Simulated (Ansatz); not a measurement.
Rows from a G0W0 calculation on SiO2 (Cristobalite) (Ansatz 0.2.0; G0W0 on PBE, plane waves, PAW; PAW set soft_1; 4×4×2 mesh, 155 empty bands, screening to 54 eV, PAW set soft_1 files), in eV. Spin-orbit coupling is left out.

The database entry behind the starting cell lists a temperature of 340 K, so it need not match the best structure at ambient conditions.

| row | k | band | start | Σx | Σc at the solution | Vxc |
| --- | --- | --- | --- | --- | --- | --- |
| A | Γ | v2 | 1.051 | -26.921 | 4.431 | -20.935 |
| B | Γ | c4 | 10.618 | -7.637 | -3.446 | -13.011 |
| C | Γ | v1 | 1.322 | -26.836 | 4.386 | -20.930 |
| D | Γ | v4 | 0.665 | -26.596 | 4.424 | -20.568 |
| E | Γ | c2 | 10.208 | -5.990 | -3.395 | -11.056 |
| F | Γ | c1 | 7.087 | -6.526 | -3.059 | -10.750 |

Question: Give the quasiparticle energies and the shift of each level.

The quasiparticle equation reads E = start + Σx + Σc(E) − Vxc.

| row | E (eV) | shift (eV) |
| --- | --- | --- |
| A | -0.505 | −1.556 |
| B | 12.547 | +1.928 |
| C | -0.199 | −1.521 |
| D | -0.940 | −1.605 |
| E | 11.879 | +1.671 |
| F | 8.252 | +1.165 |

The gap over the computed points goes from 5.77 eV to 8.45 eV.

Limits: not at the basis limit; coarse k mesh.

[Runs of the session that timed out or met a known fault of the program may be left out.]

[Cells called generated may have been cut or substituted from an entry of the Crystallography Open Database or the Materials Project.]

[Hosts, paths, dates, database ids (printed as entryN), source tags and the programs' standing remarks are cut or masked in the printed files.]
